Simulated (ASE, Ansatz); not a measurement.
# Convergence of a linear-scaling basis for Σ7 (111) twist boundary in a Pd-Ir solid solution (84 atoms), part 2 of 3

Aim: test how closely localised support functions follow the reference on Σ7 (111) twist boundary in a Pd-Ir solid solution (84 atoms), and at what cost. A setting counts as converged where the r.m.s. difference of forces stays under 1 % of the r.m.s. force.

Ansatz 0.2.0; Kohn-Sham DFT, PBE, PAW (set soft_2), plane waves.

The cell: 44 Pd and 40 Ir. The host structure and its lattice constant were typed by rule, without a check against the phase diagram. No spin–orbit coupling is included.

So far. Step 3 (Support functions low): Forces differ from the reference by 1.6 meV/Å r.m.s., 0.31 % of their size, within a tolerance of 1 %; the energy by -3.0 meV/atom. It took 11 s and 18 cycles; the reference's time can't be set against it, since the two runs asked for unlike analyses. Step 4 (Support functions medium): Forces differ from the reference by 1.6 meV/Å r.m.s., 0.32 % of their size, within a tolerance of 1 %; the energy by -3.0 meV/atom.

## 5. Support functions high

With localised support functions most steps grow linearly with size, though the diagonalisation grows faster unless the density matrix is cut; this run measures error and cost at this size. The level high gives here a grid of 48×48×162 points and a radius of 4.49 Å.

This step: Kohn-Sham DFT, PBE, PAW (set soft_2), localised support functions (high) (Ansatz 0.2.0).

File input.yaml:

```yaml
crystal:
  lattice:
    - [7.23169, 0.0, 0.0]
    - [-3.61584, 6.26283, 0.0]
    - [0.0, 0.0, 27.38097]
  atoms:
    [... the 84 atom lines of step 2 ...]
kpoints:
  mp_grid: { grid: [3, 3, 1] }
hamiltonian:
  xc: pbe
scf:
  occupations: { method: cold, width: 0.15 }
  eigensolver: { kind: { support_functions: { accuracy: high } } }
  mixing: { beta: 0.2 }
  max_iter: 150
output:
  forces: true
  eigenvalues: true
```

Launch:

```
$ ansatz run input.yaml --threads 32 --pin off --max-ram 143360MiB --backend cuda --events-out ev --progress --plain --runs-dir out
```

Numbers of over 12 decimals in the logs are rounded to 6 here.

Log:

```text
[...]
GPU FFT provider: cuFFT
GPU libraries: cuBLAS 13.8.1, cuFFT 12.4.0, cuSOLVER 12.3.2
[...]
Crystal: 84 atoms, lattice volume = 1240.107 Å³
Basis set: ecut = 420 eV, 24187 PW (Γ), exchange–correlation on 120×120×432 points (8 copies of the dense FFT grid, shifted against one another)
Bands: 884, of which v1, the nominal top of the filled ones, is band 736 counted from 1 (735 counted from 0)
Symmetry: 1 space group operations
k-points: 5 of 9 (time reversal used)
[...]
GPU buffer pool allocated for 777600 grid points (all kernels)
Eigensolver: Support functions (high, 48×48×162 points, laid for a spacing of at most 0.176269 Å, radius 4.491468 Å, 1 species' potentials softened for the grid, 1 wholly corrected for its errors in the mean over positions, 2 with the egg-box correction, energy correction by stochastic trace)
[...]
SCF iter   1: F=—  HF=-784393.852918 eV  |F-HF|=—  |Δ(HF+E_count)|=         —  Δρ=2.99e-1  dr2=2.87e3  ethr=1.00e-1
[...]
SCF iter  36: F=—  HF=-784203.264529 eV  |F-HF|=—  |Δ(HF+E_count)|=   7.19e-4  S|Δr|=    0.00e0  Δρ=2.54e-6  dr2=6.21e-8  ethr=1.00e-12
SCF iter  37: F=-784203.264831 eV  HF=-784203.264831 eV  |F-HF|=1.93e-8  |Δ(HF+E_count)|=   3.02e-4  S|Δr|=    0.00e0  Δρ=1.52e-6  dr2=2.78e-8  ethr=1.00e-12
SCF 1 converged in 37 iterations: F = -784203.284344 eV  dr2 = 2.78e-8
[...]
SCF converged after 37 iterations
[...]
Free energy (F): -784203.284344 eV
[...]
Internal energy: -784203.265178 eV  (E = F + TS)
E sigma→0 (E₀):  -784203.277955 eV
Entropy (-TS):   -0.019165 eV (-0.228 meV/atom)
Fermi energy:    22.086021 eV
[...]
Σ components = -784203.284344   (vs F -784203.284344, Δ=0.00e0)
--- Forces (eV/Å), atoms counted from 1 ---
[... 84 lines of forces left out ...]
  max |Σ_I F_I| component: 1.16e-3 eV/Å
--- Band table (eV; the first three rows and the last of 5) ---
```

Elapsed: 29 s, on 1 × NVIDIA GB200 with 32 threads of Arm Neoverse V2, shared host; peak memory 1.6 GiB.

That memory is the host's; the program planned up to 10.9 GiB on the GPU.

The program notes that the correction for the support functions is uncertain and the support functions were not fully converged.

Keys that differ from the reference: support_functions.accuracy = "high", scf.max_iter = 150 and scf.mixing.beta = 0.2.

Forces differ from the reference by 0.82 meV/Å r.m.s., 0.16 % of their size, well within a tolerance of 1 %; the energy by -3.2 meV/atom. It took 29 s and 37 cycles; the reference's time can't be set against it, since the two runs asked for unlike analyses.

## 6. Support functions medium, spacing 0.397 Å (grid laid 0.380 Å)

The grid spacing sets how fine a wave the support functions can hold. The typed value is an upper bound: the grid laid has 24×24×72 points, 0.380 Å apart at most.

This step: Kohn-Sham DFT, PBE, PAW (set soft_2), localised support functions (medium) (Ansatz 0.2.0).

input.yaml, the sections that differ from step 5:

```yaml
scf:
  occupations: { method: cold, width: 0.15 }
  eigensolver: { kind: { support_functions: { accuracy: medium, spacing: 0.397 } } }
  mixing: { beta: 0.2 }
  max_iter: 150
# crystal, kpoints, hamiltonian, output: as in step 5
```

Log:

```text
[...]
GPU FFT provider: cuFFT
GPU libraries: cuBLAS 13.8.1, cuFFT 12.4.0, cuSOLVER 12.3.2
[...]
Crystal: 84 atoms, lattice volume = 1240.107 Å³
Basis set: ecut = 420 eV, 24187 PW (Γ), exchange–correlation on 100×100×384 points (8 copies of the dense FFT grid, shifted against one another)
Bands: 884, of which v1, the nominal top of the filled ones, is band 736 counted from 1 (735 counted from 0)
Symmetry: 1 space group operations
k-points: 5 of 9 (time reversal used)
[...]
GPU buffer pool allocated for 480000 grid points (all kernels)
[...]
SCF iter   1: F=—  HF=-784363.461358 eV  |F-HF|=—  |Δ(HF+E_count)|=         —  Δρ=3.05e-1  dr2=2.90e3  ethr=1.00e-1
[...]
SCF iter  18: F=-784191.443417 eV  HF=-784191.443417 eV  |F-HF|=1.69e-7  |Δ(HF+E_count)|=   5.15e-7  S|Δr|=    0.00e0  Δρ=7.90e-6  dr2=5.02e-7  ethr=1.51e-10
SCF 1 converged in 18 iterations: F = -784191.681525 eV  dr2 = 5.02e-7
[...]
SCF converged after 18 iterations
[...]
Free energy (F): -784191.681525 eV
[...]
Internal energy: -784191.668455 eV  (E = F + TS)
E sigma→0 (E₀):  -784191.677168 eV
Entropy (-TS):   -0.013069 eV (-0.156 meV/atom)
Fermi energy:    22.072685 eV
[...]
--- Forces (eV/Å), atoms counted from 1 ---
[... 84 lines of forces left out ...]
  max |Σ_I F_I| component: 4.80e0 eV/Å
--- Band table (eV; the first three rows and the last of 5) ---
```

Run time: 8.7 s. Hardware: 1 × NVIDIA GB200 with 32 threads; peak memory 1.5 GiB.

That memory is the host's; the program planned up to 5.1 GiB on the GPU.

The program notes that the forces don't sum to zero within tolerance and the grid leaves an egg-box force.

Forces differ from the reference by 91 meV/Å r.m.s., 18 % of their size, far over a tolerance of 1 %; the energy by +135 meV/atom. It took 8.7 s and 18 cycles; the reference's time can't be set against it, since the two runs asked for unlike analyses. The setting is coarser than the default on purpose.

## 7. Support functions medium, spacing 0.331 Å (grid laid 0.304 Å)

The grid spacing sets how fine a wave the support functions can hold. The typed value is an upper bound: the grid laid has 24×24×90 points, 0.304 Å apart at most.

input.yaml, the sections that differ from step 6:

```yaml
scf:
  occupations: { method: cold, width: 0.15 }
  eigensolver: { kind: { support_functions: { accuracy: medium, spacing: 0.331 } } }
  mixing: { beta: 0.2 }
  max_iter: 150
# crystal, kpoints, hamiltonian, output: as in step 6
```

Log:

```text
[...]
GPU FFT provider: cuFFT
GPU libraries: cuBLAS 13.8.1, cuFFT 12.4.0, cuSOLVER 12.3.2
[...]
Crystal: 84 atoms, lattice volume = 1240.107 Å³
Basis set: ecut = 420 eV, 24187 PW (Γ), exchange–correlation on 100×100×384 points (8 copies of the dense FFT grid, shifted against one another)
Bands: 884, of which v1, the nominal top of the filled ones, is band 736 counted from 1 (735 counted from 0)
Symmetry: 1 space group operations
k-points: 5 of 9 (time reversal used)
[...]
GPU buffer pool allocated for 480000 grid points (all kernels)
[...]
SCF iter   1: F=—  HF=-784381.644698 eV  |F-HF|=—  |Δ(HF+E_count)|=         —  Δρ=2.98e-1  dr2=2.86e3  ethr=1.00e-1
[...]
SCF iter  18: F=-784205.403267 eV  HF=-784205.403267 eV  |F-HF|=1.70e-7  |Δ(HF+E_count)|=   8.71e-7  S|Δr|=    0.00e0  Δρ=5.94e-6  dr2=4.59e-7  ethr=2.43e-10
SCF 1 converged in 18 iterations: F = -784205.613233 eV  dr2 = 4.59e-7
[...]
SCF converged after 18 iterations
[...]
Free energy (F): -784205.613233 eV
[...]
Internal energy: -784205.596968 eV  (E = F + TS)
E sigma→0 (E₀):  -784205.607811 eV
Entropy (-TS):   -0.016265 eV (-0.194 meV/atom)
Fermi energy:    22.090919 eV
[...]
--- Forces (eV/Å), atoms counted from 1 ---
[... 84 lines of forces left out ...]
  max |Σ_I F_I| component: 1.43e-2 eV/Å
--- Band table (eV; the first three rows and the last of 5) ---
```

Run time: 9.3 s. Hardware: 1 × NVIDIA GB200 with 32 threads; peak memory 1.5 GiB.

That memory is the host's; the program planned up to 4.8 GiB on the GPU.

Forces differ from the reference by 26 meV/Å r.m.s., 5.2 % of their size, far over a tolerance of 1 %; the energy by -31 meV/atom. It took 9.3 s and 18 cycles; the reference's time can't be set against it, since the two runs asked for unlike analyses. The setting is coarser than the default on purpose.

## 8. Support functions medium, spacing 0.286 Å (grid laid 0.285 Å)

The grid spacing sets how fine a wave the support functions can hold. The typed value is an upper bound: the grid laid has 30×30×96 points, 0.285 Å apart at most.

input.yaml, the sections that differ from step 7:

```yaml
scf:
  occupations: { method: cold, width: 0.15 }
  eigensolver: { kind: { support_functions: { accuracy: medium, spacing: 0.286 } } }
  mixing: { beta: 0.2 }
  max_iter: 150
# crystal, kpoints, hamiltonian, output: as in step 7
```

Log:

```text
[...]
GPU FFT provider: cuFFT
GPU libraries: cuBLAS 13.8.1, cuFFT 12.4.0, cuSOLVER 12.3.2
[...]
Crystal: 84 atoms, lattice volume = 1240.107 Å³
Basis set: ecut = 420 eV, 24187 PW (Γ), exchange–correlation on 100×100×384 points (8 copies of the dense FFT grid, shifted against one another)
Bands: 884, of which v1, the nominal top of the filled ones, is band 736 counted from 1 (735 counted from 0)
Symmetry: 1 space group operations
k-points: 5 of 9 (time reversal used)
[...]
GPU buffer pool allocated for 480000 grid points (all kernels)
[...]
SCF iter   1: F=—  HF=-784386.749438 eV  |F-HF|=—  |Δ(HF+E_count)|=         —  Δρ=2.99e-1  dr2=2.87e3  ethr=1.00e-1
[...]
SCF iter  18: F=-784203.670410 eV  HF=-784203.670411 eV  |F-HF|=1.32e-7  |Δ(HF+E_count)|=   1.11e-6  S|Δr|=    0.00e0  Δρ=6.35e-6  dr2=5.09e-7  ethr=2.72e-10
SCF 1 converged in 18 iterations: F = -784203.859014 eV  dr2 = 5.09e-7
[...]
SCF converged after 18 iterations
[...]
Free energy (F): -784203.859014 eV
[...]
Internal energy: -784203.840712 eV  (E = F + TS)
E sigma→0 (E₀):  -784203.852913 eV
Entropy (-TS):   -0.018302 eV (-0.218 meV/atom)
Fermi energy:    22.088078 eV
[...]
--- Forces (eV/Å), atoms counted from 1 ---
[... 84 lines of forces left out ...]
  max |Σ_I F_I| component: 4.53e-2 eV/Å
--- Band table (eV; the first three rows and the last of 5) ---
```

Wall time 9.4 s (1 × NVIDIA GB200 with 32 threads); peak memory 1.4 GiB.

That memory is the host's; the program planned up to 5.3 GiB on the GPU.

Forces differ from the reference by 8.4 meV/Å r.m.s., 1.7 % of their size, over a tolerance of 1 %; the energy by -10 meV/atom. It took 9.4 s and 18 cycles; the reference's time can't be set against it, since the two runs asked for unlike analyses. The setting is coarser than the default on purpose.

## 9. Support functions medium, spacing 0.253 Å (grid laid 0.241 Å)

The grid spacing sets how fine a wave the support functions can hold. The typed value is an upper bound: the grid laid has 30×30×120 points, 0.241 Å apart at most.

input.yaml, the sections that differ from step 8:

```yaml
scf:
  occupations: { method: cold, width: 0.15 }
  eigensolver: { kind: { support_functions: { accuracy: medium, spacing: 0.253 } } }
  mixing: { beta: 0.2 }
  max_iter: 150
# crystal, kpoints, hamiltonian, output: as in step 8
```

Log:

```text
[...]
GPU FFT provider: cuFFT
GPU libraries: cuBLAS 13.8.1, cuFFT 12.4.0, cuSOLVER 12.3.2
[...]
Crystal: 84 atoms, lattice volume = 1240.107 Å³
Basis set: ecut = 420 eV, 24187 PW (Γ), exchange–correlation on 100×100×384 points (8 copies of the dense FFT grid, shifted against one another)
Bands: 884, of which v1, the nominal top of the filled ones, is band 736 counted from 1 (735 counted from 0)
Symmetry: 1 space group operations
k-points: 5 of 9 (time reversal used)
[...]
GPU buffer pool allocated for 480000 grid points (all kernels)
[...]
SCF iter   1: F=—  HF=-784388.072448 eV  |F-HF|=—  |Δ(HF+E_count)|=         —  Δρ=2.99e-1  dr2=2.87e3  ethr=1.00e-1
[...]
SCF iter  19: F=—  HF=-784203.157393 eV  |F-HF|=—  |Δ(HF+E_count)|=   1.09e-2  S|Δr|=    0.00e0  Δρ=9.03e-6  dr2=7.89e-7  ethr=2.17e-10
SCF iter  20: F=-784203.167213 eV  HF=-784203.167213 eV  |F-HF|=7.38e-8  |Δ(HF+E_count)|=   9.82e-3  S|Δr|=    0.00e0  Δρ=7.90e-6  dr2=6.34e-7  ethr=5.36e-11
SCF 1 converged in 20 iterations: F = -784203.390591 eV  dr2 = 6.34e-7
[...]
SCF converged after 20 iterations
[...]
Free energy (F): -784203.390591 eV
[...]
Internal energy: -784203.371857 eV  (E = F + TS)
E sigma→0 (E₀):  -784203.384346 eV
Entropy (-TS):   -0.018734 eV (-0.223 meV/atom)
Fermi energy:    22.086722 eV
[...]
Σ components = -784203.390591   (vs F -784203.390591, Δ=0.00e0)
--- Forces (eV/Å), atoms counted from 1 ---
[... 84 lines of forces left out ...]
  max |Σ_I F_I| component: 5.94e-3 eV/Å
--- Band table (eV; the first three rows and the last of 5) ---
```

The job ended after 9.8 s (1 × NVIDIA GB200 with 32 threads; peak memory 1.6 GiB; 17 s of CPU time).

That memory is the host's; the program planned up to 5.1 GiB on the GPU.

Keys that differ from the reference: support_functions.accuracy = "medium", support_functions.spacing = 0.253, scf.max_iter = 150 and scf.mixing.beta = 0.2.

Forces differ from the reference by 1.7 meV/Å r.m.s., 0.34 % of their size, within a tolerance of 1 %; the energy by -4.5 meV/atom. It took 9.8 s and 20 cycles; the reference's time can't be set against it, since the two runs asked for unlike analyses.

## 10. Support functions medium, spacing 0.198 Å (grid laid 0.190 Å)

The grid spacing sets how fine a wave the support functions can hold. The typed value is an upper bound: the grid laid has 48×48×144 points, 0.190 Å apart at most.

input.yaml, the sections that differ from step 9:

```yaml
scf:
  occupations: { method: cold, width: 0.15 }
  eigensolver: { kind: { support_functions: { accuracy: medium, spacing: 0.198 } } }
  mixing: { beta: 0.2 }
  max_iter: 150
# crystal, kpoints, hamiltonian, output: as in step 9
```

Log:

```text
[...]
GPU FFT provider: cuFFT
GPU libraries: cuBLAS 13.8.1, cuFFT 12.4.0, cuSOLVER 12.3.2
[...]
Crystal: 84 atoms, lattice volume = 1240.107 Å³
Basis set: ecut = 420 eV, 24187 PW (Γ), exchange–correlation on 120×120×384 points (8 copies of the dense FFT grid, shifted against one another)
Bands: 884, of which v1, the nominal top of the filled ones, is band 736 counted from 1 (735 counted from 0)
Symmetry: 1 space group operations
k-points: 5 of 9 (time reversal used)
[...]
GPU buffer pool allocated for 691200 grid points (all kernels)
[...]
SCF iter   1: F=—  HF=-784390.952320 eV  |F-HF|=—  |Δ(HF+E_count)|=         —  Δρ=2.99e-1  dr2=2.88e3  ethr=1.00e-1
[...]
SCF iter  17: F=—  HF=-784203.111142 eV  |F-HF|=—  |Δ(HF+E_count)|=   1.42e-6  S|Δr|=    0.00e0  Δρ=2.10e-5  dr2=5.28e-6  ethr=6.86e-10
SCF iter  18: F=-784203.111140 eV  HF=-784203.111141 eV  |F-HF|=9.96e-7  |Δ(HF+E_count)|=   7.72e-7  S|Δr|=    0.00e0  Δρ=7.12e-6  dr2=1.31e-6  ethr=3.59e-10
SCF 1 converged in 18 iterations: F = -784203.273831 eV  dr2 = 1.31e-6
[...]
SCF converged after 18 iterations
[...]
Free energy (F): -784203.273831 eV
[...]
Internal energy: -784203.254958 eV  (E = F + TS)
E sigma→0 (E₀):  -784203.267540 eV
Entropy (-TS):   -0.018874 eV (-0.225 meV/atom)
Fermi energy:    22.087042 eV
[...]
Σ components = -784203.273831   (vs F -784203.273831, Δ=0.00e0)
--- Forces (eV/Å), atoms counted from 1 ---
[... 84 lines of forces left out ...]
  max |Σ_I F_I| component: 1.21e-2 eV/Å
--- Band table (eV; the first three rows and the last of 5) ---
```

Elapsed: 13 s, on 1 × NVIDIA GB200 with 32 threads; peak memory 1.5 GiB.

That memory is the host's; the program planned up to 7.5 GiB on the GPU.

Keys that differ from the reference: support_functions.accuracy = "medium", support_functions.spacing = 0.198, scf.max_iter = 150 and scf.mixing.beta = 0.2.

Forces differ from the reference by 1.6 meV/Å r.m.s., 0.32 % of their size, within a tolerance of 1 %; the energy by -3.1 meV/atom. It took 13 s and 18 cycles; the reference's time can't be set against it, since the two runs asked for unlike analyses.

## 11. Support functions medium, spacing 0.176 Å (grid laid 0.169 Å)

The grid spacing sets how fine a wave the support functions can hold. The typed value is an upper bound: the grid laid has 48×48×162 points, 0.169 Å apart at most.

input.yaml, the sections that differ from step 10:

```yaml
scf:
  occupations: { method: cold, width: 0.15 }
  eigensolver: { kind: { support_functions: { accuracy: medium, spacing: 0.176 } } }
  mixing: { beta: 0.2 }
  max_iter: 150
# crystal, kpoints, hamiltonian, output: as in step 10
```

Log:

```text
[...]
GPU FFT provider: cuFFT
GPU libraries: cuBLAS 13.8.1, cuFFT 12.4.0, cuSOLVER 12.3.2
[...]
Crystal: 84 atoms, lattice volume = 1240.107 Å³
Basis set: ecut = 420 eV, 24187 PW (Γ), exchange–correlation on 120×120×432 points (8 copies of the dense FFT grid, shifted against one another)
Bands: 884, of which v1, the nominal top of the filled ones, is band 736 counted from 1 (735 counted from 0)
Symmetry: 1 space group operations
k-points: 5 of 9 (time reversal used)
[...]
GPU buffer pool allocated for 777600 grid points (all kernels)
[...]
SCF iter   1: F=—  HF=-784391.002133 eV  |F-HF|=—  |Δ(HF+E_count)|=         —  Δρ=2.99e-1  dr2=2.88e3  ethr=1.00e-1
[...]
SCF iter  17: F=—  HF=-784203.115860 eV  |F-HF|=—  |Δ(HF+E_count)|=   1.40e-6  S|Δr|=    0.00e0  Δρ=1.91e-5  dr2=4.71e-6  ethr=6.21e-10
SCF iter  18: F=-784203.115859 eV  HF=-784203.115860 eV  |F-HF|=8.65e-7  |Δ(HF+E_count)|=   7.18e-7  S|Δr|=    0.00e0  Δρ=7.42e-6  dr2=1.18e-6  ethr=3.20e-10
SCF 1 converged in 18 iterations: F = -784203.277676 eV  dr2 = 1.18e-6
[...]
SCF converged after 18 iterations
[...]
Free energy (F): -784203.277676 eV
[...]
Internal energy: -784203.258792 eV  (E = F + TS)
E sigma→0 (E₀):  -784203.271381 eV
Entropy (-TS):   -0.018884 eV (-0.225 meV/atom)
Fermi energy:    22.087063 eV
[...]
Σ components = -784203.277676   (vs F -784203.277676, Δ=0.00e0)
--- Forces (eV/Å), atoms counted from 1 ---
[... 84 lines of forces left out ...]
  max |Σ_I F_I| component: 6.72e-3 eV/Å
--- Band table (eV; the first three rows and the last of 5) ---
```

The job ended after 12 s (1 × NVIDIA GB200 with 32 threads; peak memory 1.5 GiB; 23 s of CPU time).

That memory is the host's; the program planned up to 7.3 GiB on the GPU.

Keys that differ from the reference: support_functions.accuracy = "medium", support_functions.spacing = 0.176, scf.max_iter = 150 and scf.mixing.beta = 0.2.

Forces differ from the reference by 1.6 meV/Å r.m.s., 0.32 % of their size, within a tolerance of 1 %; the energy by -3.1 meV/atom. It took 12 s and 18 cycles; the reference's time can't be set against it, since the two runs asked for unlike analyses.

(Part 2 of 3 ends here.)

[Logs are printed without paths, hosts, clocks, repeated set-up lines and the standing remarks that a program may print on its own settings, such as how far it seeks lower states.]

[Hosts, paths, dates, database ids (printed as entryN), source tags and the programs' standing remarks are cut or masked in the printed files.]
